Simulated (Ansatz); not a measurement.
# Cutoff, mesh or smearing: what limits a work function? Na(110), Al(100), K(110), Nb(111), Ag(110) and Ir(111)

One slab of each metal is run with one setting changed at a time. Which setting moves the work function most, and which can be cut?

Set-up. Ansatz 0.2.0, plane waves with PAW datasets (its set soft_2), PBE; unrelaxed symmetric slabs of 7 layers (11 for bcc (111)), 18 Å of vacuum. The reference has 420 eV, the mesh listed and Fermi-Dirac smearing of 0.1 eV; the other columns give the change in eV.

What came out:

```tsv
face	mesh	reference (eV)	300 eV	600 eV	mesh × 1/3	mesh × 2/3	mesh × 3/2	Gaussian 0.05	cold 0.1	Methfessel-Paxton 0.2	Fermi-Dirac 0.3
Na(110)	12×12	2.836	0.000	0.000	+0.016	−0.009	−0.006	−0.031	−0.033	−0.025	+0.139
Al(100)	14×14	4.245	−0.006	0.000	−0.010	+0.018	−0.016	+0.038	+0.024	+0.013	+0.042
K(110)	10×10	2.391	+0.001	0.000	+0.008	−0.005	+0.001	−0.035	−0.034	−0.027	+0.181
Nb(111)	10×10	3.412	+0.001	0.000	−0.059	+0.005	+0.001	−0.055	−0.045	−0.048	+0.186
Ag(110)	10×14	4.120	+0.001	0.000	+0.047	−0.002	+0.006	+0.021	+0.011	+0.003	+0.072
Ir(111)	17×17	5.504	+0.010	0.000	+0.021	+0.010	−0.002	−0.004	−0.008	−0.002	−0.015
```

**Reading.** The largest change of a row comes from the hot smearing on 5 faces, from the coarsest mesh on 1 and from another setting on 0. Runs at 200 eV and on a still coarser mesh, made as deliberately poor settings, are not listed. 600 eV moves no value by more than 0.001 eV, and 300 eV none by more than 0.010 eV. A mesh with a third of the points along each axis is off by up to 0.06 eV (Nb(111)) and two thirds by up to 0.018 eV; three halves still move Al(100) by 0.016 eV, so the reference mesh is not converged beyond that. The three narrow or corrected schemes, nearer to zero temperature, lie −0.05 to +0.02 eV from the reference on average: on Nb(111) they agree with each other, so the reference's own smearing of 0.1 eV is an error there, larger than that of cutoff or of the two finer meshes. Fermi-Dirac smearing of 0.3 eV, an electron temperature near 3,500 K, moves Nb(111) by 0.19 eV.

**Limits.** Where those three schemes disagree, their widths or the mesh may be the cause; they were not run on a finer mesh. One setting changes at a time, and errors need not add; the faces are unrelaxed and unreconstructed. The table is a selection: not every member that was run is listed.

[Logs are printed without paths, hosts, clocks, repeated set-up lines and the standing remarks that a program may print on its own settings, such as how far it seeks lower states.]
